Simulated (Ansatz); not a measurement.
# Resistivity from frozen vibrations: Ag(111) with 4 thermally displaced layers, 2x2

Aim: the resistivity of Ag at 80 K from frozen thermal displacements between perfect leads. The measured value for the pure metal at this temperature is 0.289 µΩ cm (CRC Handbook of Chemistry and Physics, 84th ed., 2003, Electrical Resistivity of Pure Metals).

Calculated with Ansatz 0.2.0; Ansatz plane-wave DFT, PBE, PAW files; ballistic transport by layer matching (Landauer), zero bias; PAW set soft_1.

## (1) The structure

The cell holds 40 atoms: 40 Ag. Cell: a = 5.779 Å, b = 5.779 Å, c = 23.651 Å, α = 93.5°, β = 86.5°, γ = 120.0°. It derives from Ag. Regions: lead, 24 atoms (24 Ag); scattering region, 16 atoms (16 Ag). The structure is stacked along c, and the current runs across the ab planes.

## (2) With 4 displaced layers

Each atom of 4 layers is moved at random, by amounts drawn from a normal law 0.0507 Å wide in each direction from the Debye model (225 K) at 80 K. The layers about the cell's end stay perfect and serve as the lead. Disorder leaves little or no symmetry, which makes such runs dear. Energies from -0.05 to 0.05 eV in steps of 0.05 eV are too few for the program's thermal sum, so it prints no conductance; for a metal the transmission near the Fermi level serves, at a fraction of the cost.

Input file input.yaml:

```yaml
crystal:
  lattice:
    - [5.7787594586, 0.0, 0.0]
    - [-2.8893797293, 5.0045524935, 0.0]
    - [1.4446898646, -0.8340920822, 23.5916866996]
  atoms:
    - { symbol: Ag, position: [0.9916666667, 0.0083333333, 0.05] }
    - { symbol: Ag, position: [0.9916666667, 0.5083333333, 0.05] }
    - { symbol: Ag, position: [0.4916666667, 0.0083333333, 0.05] }
    - { symbol: Ag, position: [0.4916666667, 0.5083333333, 0.05] }
    - { symbol: Ag, position: [0.1416666667, 0.3583333333, 0.15] }
    - { symbol: Ag, position: [0.1416666667, 0.8583333333, 0.15] }
    - { symbol: Ag, position: [0.6416666667, 0.3583333333, 0.15] }
    - { symbol: Ag, position: [0.6416666667, 0.8583333333, 0.15] }
    - { symbol: Ag, position: [0.2916666667, 0.2083333333, 0.25] }
    - { symbol: Ag, position: [0.2916666667, 0.7083333333, 0.25] }
    - { symbol: Ag, position: [0.7916666667, 0.2083333333, 0.25] }
    - { symbol: Ag, position: [0.7916666667, 0.7083333333, 0.25] }
    - { symbol: Ag, position: [0.9466375154, 0.0691911718, 0.3515928358] }
    - { symbol: Ag, position: [0.9566415298, 0.5742921342, 0.3474106175] }
    - { symbol: Ag, position: [0.4295217289, 0.0449228369, 0.3497685616] }
    - { symbol: Ag, position: [0.4501358422, 0.5582886219, 0.3510650861] }
    - { symbol: Ag, position: [0.0759810069, 0.4094977151, 0.4480520035] }
    - { symbol: Ag, position: [0.1113843206, 0.9176526667, 0.4520390796] }
    - { symbol: Ag, position: [0.5940265102, 0.414774171, 0.4514130627] }
    - { symbol: Ag, position: [0.5861698234, 0.9032562768, 0.4497534829] }
    - { symbol: Ag, position: [0.2334502257, 0.2522141107, 0.5493913464] }
    - { symbol: Ag, position: [0.2397303903, 0.7655211586, 0.5465718136] }
    - { symbol: Ag, position: [0.7459166447, 0.2518039394, 0.5488273918] }
    - { symbol: Ag, position: [0.7291799896, 0.7567842017, 0.5494680552] }
    - { symbol: Ag, position: [0.8906096375, 0.1029623471, 0.6502013761] }
    - { symbol: Ag, position: [0.9098988581, 0.6122691511, 0.6487677882] }
    - { symbol: Ag, position: [0.3991594851, 0.1072417958, 0.6512755653] }
    - { symbol: Ag, position: [0.3957508308, 0.6036827301, 0.6458539928] }
    - { symbol: Ag, position: [0.0416666667, 0.4583333333, 0.75] }
    - { symbol: Ag, position: [0.0416666667, 0.9583333333, 0.75] }
    - { symbol: Ag, position: [0.5416666667, 0.4583333333, 0.75] }
    - { symbol: Ag, position: [0.5416666667, 0.9583333333, 0.75] }
    - { symbol: Ag, position: [0.1916666667, 0.3083333333, 0.85] }
    - { symbol: Ag, position: [0.1916666667, 0.8083333333, 0.85] }
    - { symbol: Ag, position: [0.6916666667, 0.3083333333, 0.85] }
    - { symbol: Ag, position: [0.6916666667, 0.8083333333, 0.85] }
    - { symbol: Ag, position: [0.8416666667, 0.1583333333, 0.95] }
    - { symbol: Ag, position: [0.8416666667, 0.6583333333, 0.95] }
    - { symbol: Ag, position: [0.3416666667, 0.1583333333, 0.95] }
    - { symbol: Ag, position: [0.3416666667, 0.6583333333, 0.95] }
kpoints:
  mp_grid: { grid: [4, 4, 1] }
hamiltonian:
  xc: pbe
  pseudopotentials: { kind: paw, azcp: { folder: soft_1 } }
scf:
  occupations: { method: fermi_dirac, width: 0.1 }
output:
  transmission: { leads: [[0, 4]], kmesh: [8, 8], e_range: [-0.05, 0.05], de: 0.05 }
  write_potential: true
  write_density: true
  volumetric_format: npy
  elf: true
```

Run with:

```console
> ansatz run input.yaml --threads 4 --pin off --max-ram 15360MiB --backend cpu --events-out ev --progress --plain --runs-dir out
```

Numbers of over 12 decimals in the logs are rounded to 6 here.

The log of the run:

```text
Engine: ansatz 0.2.0, x86_64-unknown-linux-gnu
Pseudopotentials: kind: paw
Pseudopotential: Ag, paw, valence charge 19, recommended cutoff 420 eV (normal), soft_1/Ag.paw.azcp
Functional definition: PBE
  parameter kappa = 0.804
  parameter beta = 0.066725
  exchange = pbe_x(kappa = kappa, mu = beta*pi^2/3)
  correlation = pbe_c(beta = beta)
Crystal: 40 atoms, lattice volume = 682.274 Å³
Basis set: ecut = 420 eV, 13363 PW (Γ)
Bands: 456, of which v1, the nominal top of the filled ones, is band 380 counted from 1 (379 counted from 0)
Symmetry: 1 space group operations
Space group: P1 (ITA 1), of the structure as read, at distance tolerance 8.8e-5 Å
k-points: 10 of 16 (time reversal used)
Non-local potential: Ag, projectors of the file, l = 0: 3, l = 1: 2, l = 2: 2, l = 3: 1
PAW form: soft (Blöchl's): semilocal exchange-correlation on the pseudo side does not see the compensation charge
PAW one-centre angular grid: Ag, 590 points (default); XC on 64 Gauss nodes
Initial density: superposition of atomic densities (chi_scale 0.1, normalization cell)
Initial wavefunctions: pseudopotential atomic-orbital guess
Functional: x = pbe(κ = 0.804, μ = 0.219515), c = pbe(β = 0.066725)
SCF iter   1: F=—  HF=-303633.189381 eV  |F-HF|=—  |Δ(HF+E_count)|=         —  Δρ=7.07e-2  dr2=3.65e1  ethr=3.10e-3  ⟨swp⟩=4.0  Hψ=13560  notcnv=0  defer=79
preconditioner: auto → Kerker (q_TF=auto, 2.778 Å⁻¹)  [metal: Δε(μ)=0.044 eV  Ē_g=10.254 eV  σ=0.100 eV  W_gap=0.11  n_scr=260 (ndim 8)  ℏωp=29.8 eV  f_vac=0.000  D(μ)=14.33/eV (n_scr^D=80)]
SCF iter   2: F=—  HF=-303624.603995 eV  |F-HF|=—  |Δ(HF+E_count)|=    8.59e0  Δρ=2.47e-2  dr2=4.49e0  ethr=3.10e-3  ⟨swp⟩=2.0  Hψ=7129  notcnv=0  defer=545
SCF iter   3: F=—  HF=-303623.473736 eV  |F-HF|=—  |Δ(HF+E_count)|=    1.13e0  Δρ=9.66e-3  dr2=5.15e-1  ethr=5.90e-4  ⟨swp⟩=2.3  Hψ=6347  notcnv=0  defer=545
SCF iter   4: F=—  HF=-303623.462686 eV  |F-HF|=—  |Δ(HF+E_count)|=   1.10e-2  Δρ=2.25e-3  dr2=1.77e-2  ethr=6.77e-5  ⟨swp⟩=2.8  Hψ=7581  notcnv=0  defer=540
SCF iter   5: F=—  HF=-303623.470060 eV  |F-HF|=—  |Δ(HF+E_count)|=   7.37e-3  Δρ=3.66e-4  dr2=8.82e-4  ethr=2.33e-6  ⟨swp⟩=2.0  Hψ=6223  notcnv=0  defer=540
SCF iter   6: F=—  HF=-303623.470400 eV  |F-HF|=—  |Δ(HF+E_count)|=   3.40e-4  Δρ=1.03e-4  dr2=7.04e-5  ethr=1.16e-7  ⟨swp⟩=2.2  Hψ=6226  notcnv=0  defer=540
SCF iter   7: F=—  HF=-303623.470655 eV  |F-HF|=—  |Δ(HF+E_count)|=   2.55e-4  Δρ=5.57e-5  dr2=2.10e-5  ethr=9.26e-9  ⟨swp⟩=2.0  Hψ=7823  notcnv=0  defer=540
SCF iter   8: F=—  HF=-303623.470653 eV  |F-HF|=—  |Δ(HF+E_count)|=   1.67e-6  Δρ=1.33e-5  dr2=9.10e-7  ethr=2.77e-9  ⟨swp⟩=2.0  Hψ=7812  notcnv=0  defer=540
SCF iter   9: F=-303623.470653 eV  HF=-303623.470653 eV  |F-HF|=1.70e-8  |Δ(HF+E_count)|=   7.17e-8  Δρ=2.49e-6  dr2=4.66e-8  ethr=1.32e-11  ⟨swp⟩=8.5  Hψ=17210  notcnv=0
SCF 1 converged in 9 iterations: F = -303623.470653 eV  dr2 = 4.66e-8
  greatest PAW one-centre occupation: 1.001 electrons in one spin orbital (limit 2), on the Ag atom at site 19 (counted from 0), in its partial waves of l = 0
transmission: 108 of 1020 steps passed
transmission: 207 of 1020 steps passed
[...]
transmission: 1020 of 1020 steps passed
SCF converged after 9 iterations
Free energy (F): -303623.470653 eV
Harris-Foulkes:  -303623.470653 eV  (|F-HF|=1.70e-8)
Internal energy: -303623.039800 eV  (E = F + TS)
E sigma→0 (E₀):  -303623.255227 eV
Entropy (-TS):   -0.430853 eV (-10.771 meV/atom)
Fermi energy:    17.228867 eV
--- Per-component energies (eV) ---
  E_band       = -9457.122237
  E_kinetic    = 18716.547732
  E_local      = -83457.322274  (includes V_loc(G=0)·N_el)
  E_nonlocal   = 1266.711913
  E_hartree    = 41039.177485
  E_xc         = -6369.564110
  E_vxc        = -8063.166885  (∫ρ·V_xc dr)
  E_paw        = -158212.155488  (= ΣΔE_a)
  E_vpaw       = -19998.320229  (= ΣTr[D̂ρ^β])
  E_aug_tail   = 0.014996  (compensation charges beyond the density's cutoff)
  E_ewald      = -116606.450057
  E_smearing   = -0.430853  (= −TS)
  E_closure    = -0.000000  (closes the sum)
  Σ components = -303623.470653   (vs F -303623.470653, Δ=0.00e0)
--- Band table (eV; the first three rows and the last of 10) ---
  k-point 0: bands = [... 376 lower, 17.3646, 17.6974, 17.7185, 17.7252, 17.7423, 18.0088, 18.0446, 18.2334, ... 72 higher]
  k-point 1: bands = [... 376 lower, 16.8226, 16.8293, 16.9482, 17.0902, 17.1356, 17.2806, 17.5412, 17.7081, ... 72 higher]
  k-point 2: bands = [... 376 lower, 16.7753, 16.8118, 16.9773, 16.9838, 17.3304, 17.3399, 17.5961, 17.6177, ... 72 higher]
  k-point 9: bands = [... 376 lower, 16.8314, 16.8601, 16.8784, 16.8933, 17.5745, 17.5871, 17.5922, 17.6048, ... 72 higher]
--- Transmission ---
  basis      : 253 plane waves across, 30 finite elements along
  points     : 34, standing for a mesh of 8 x 8
  energies   : 3 from -0.050000 to 0.050000 eV about the Fermi level, 0.050000 eV apart; the leads are filled to 0.000000 eV, and channels, transmission and decay are at 0.000000 eV
  crystal 0  : Ag4, at the sites [0, 4], period 2.3592 Å, over 14.16 Å; its Hamiltonian steps by up to 2.6 meV
    offset         : up to 0.0000 Å between an atom of the period and one for which it stands
    channels       : 3.234375e0 a spin
    conductance    : none, the energies end too early or step too widely for 300 K: set another output.transmission.e_range or a lower de, or, where they end at an eighth of basis.ecutwfc, a higher one
  junction   : crystal 0 to crystal 0, 0.70 to 21.93 Å
    transmission   : 3.216853e0 a spin
    conductance    : none, the energies end too early or step too widely for 300 K: set another output.transmission.e_range or a lower de, or, where they end at an eighth of basis.ecutwfc, a higher one
```

Elapsed: 4.1 min, on 4 threads of Intel Xeon Platinum 8488C (Sapphire Rapids), shared host; peak memory 6.1 GiB.

The column dr2 measures how far the density is from self-consistency, as an energy; F and HF (Harris–Foulkes) agree once it is small.

This step gave:

| Quantity | Value |
| --- | --- |
| free energy | -303623.4707 eV |
| energy at zero smearing | -303623.2552 eV |
| Fermi energy | 17.23 eV |
| cell area | 28.92 Å² |
| transmission per spin nearest the Fermi level | 3.217 |
| open channels per spin nearest the Fermi level | 3.234 |
| step of the lead's potential | 2.6 meV |

Per spin. The transmission, zone mean stays at 3.22 for energy from -0.05 to 0.05 eV.

Per spin. The open channels, zone mean, lead stays at 3.23 for energy from -0.05 to 0.05 eV.

Transmission over k1 and k2. At 0.0000 eV from the Fermi level.

Ten even steps from '0' (2.94) to '9' (3.98):
```
09009000
00909000
00000000
99900099
00000000
00009090
00009009
90009000
```
Columns: k1 (b1) from -0.5 to 0.375; rows upwards: k2 (b2) from -0.5 to 0.375.

Open channels over k1 and k2. At 0.0000 eV from the Fermi level.

Ten even steps from '0' (3.00) to '9' (4.00):
```
09009000
00909000
00000000
99900099
00000000
00009090
00009009
90009000
```
Columns: k1 (b1) from -0.5 to 0.375; rows upwards: k2 (b2) from -0.5 to 0.375.

ELF in the ca plane at fractional y = 0.045, with atoms of Ag within 0.2 Å of it. It is the smooth field of the valence electrons, not physical close to the nuclei.

Values, 8 rows by 16 columns, each cell a mean:
```
0.17 0.17 0.18 0.24 0.62 0.35 0.18 0.16 0.17 0.18 0.20 0.50 0.33 0.20 0.23 0.17
0.20 0.20 0.25 0.18 0.34 0.23 0.21 0.20 0.17 0.18 0.20 0.47 0.33 0.18 0.18 0.17
0.20 0.22 0.30 0.17 0.17 0.17 0.31 0.32 0.18 0.21 0.17 0.21 0.19 0.30 0.38 0.18
0.17 0.17 0.19 0.20 0.42 0.24 0.23 0.24 0.17 0.18 0.17 0.23 0.20 0.34 0.45 0.19
0.17 0.17 0.19 0.25 0.65 0.33 0.19 0.18 0.17 0.18 0.20 0.49 0.34 0.20 0.24 0.17
0.20 0.20 0.25 0.19 0.36 0.23 0.23 0.24 0.18 0.17 0.19 0.45 0.33 0.18 0.18 0.17
0.20 0.22 0.30 0.17 0.18 0.17 0.32 0.36 0.18 0.21 0.17 0.20 0.19 0.30 0.38 0.18
0.17 0.17 0.19 0.20 0.42 0.25 0.21 0.24 0.17 0.19 0.17 0.22 0.19 0.34 0.45 0.19
```
Columns run along c (16.0 Å, from fractional 0.16 to 0.84 of the cell), rows up along a (5.8 Å). Atoms in or near the plane, at fractional coordinates: Ag at (0.35, 0.95), Ag at (0.35, 0.43).

Electrostatic potential energy in the ca plane at fractional y = 0.045, with atoms of Ag within 0.2 Å of it. With pseudopotentials it is smooth inside the atoms' cores, unlike the true potential.

Ten even steps from '0' (-11 eV) to '9' (20 eV), each cell a mean:
```
99999999982053059999999999999730005886436899
99999889984021059999999999999611302899889999
78998667997301379988899999999710102899999999
57986335899877899743589988899851026897668999
68986225899999998510269876789997678973014899
89998657899767898521269876789999999950001699
99999889996101589854589988899987679850001699
99999999982031169988899999999851126874113799
99999999982163059999999999999720103898668999
89998778984010169988899999999710202799999999
68987446898523689743589998999840004899889999
57985225899988998510158987899985458985336999
78997436899888998510158876789999899961002799
89998778998434699732379987789999899950000599
99999999984000179987799998899975468961001699
```
Columns run along c (16.0 Å, from fractional 0.16 to 0.84 of the cell; values clipped at the 3rd and 97th percentile), rows up along a (5.8 Å). Atoms in or near the plane, at fractional coordinates: Ag at (0.35, 0.95), Ag at (0.35, 0.43).

Valence density in the ca plane at fractional y = 0.045, with atoms of Ag within 0.2 Å of it. It is the smooth field of the valence electrons, not physical close to the nuclei.

Values in e/Å³, 8 rows by 16 columns, each cell a mean:
```
 0  0  0  1 13  3  0  0  0  0  0  7  2  0  1  0
 0  0  1  0  2  1  0  0  0  0  0  6  2  0  0  0
 0  0  1  0  0  0  1  1  0  0  0  0  0  2  3  0
 0  0  0  0  4  1  1  1  0  0  0  1  0  2  5  0
 0  0  0  1 14  3  0  0  0  0  0  7  3  0  1  0
 0  0  1  0  3  1  1  1  0  0  0  5  2  0  0  0
 0  0  1  0  0  0  2  2  0  0  0  0  0  2  3  0
 0  0  0  0  4  1  0  1  0  0  0  1  0  2  5  0
```
Columns run along c (16.0 Å, from fractional 0.16 to 0.84 of the cell), rows up along a (5.8 Å). Atoms in or near the plane, at fractional coordinates: Ag at (0.35, 0.95), Ag at (0.35, 0.43).

Over the solved energies the transmission per spin lies between 3.22 and 3.22, out of 3.23 channels of the lead on average (up to 3.23).

(Part 1 of 2 ends here.)

[Logs are printed without paths, hosts, clocks, repeated set-up lines and the standing remarks that a program may print on its own settings, such as how far it seeks lower states.]

[Hosts, paths, dates, database ids (printed as entryN), source tags and the programs' standing remarks are cut or masked in the printed files.]
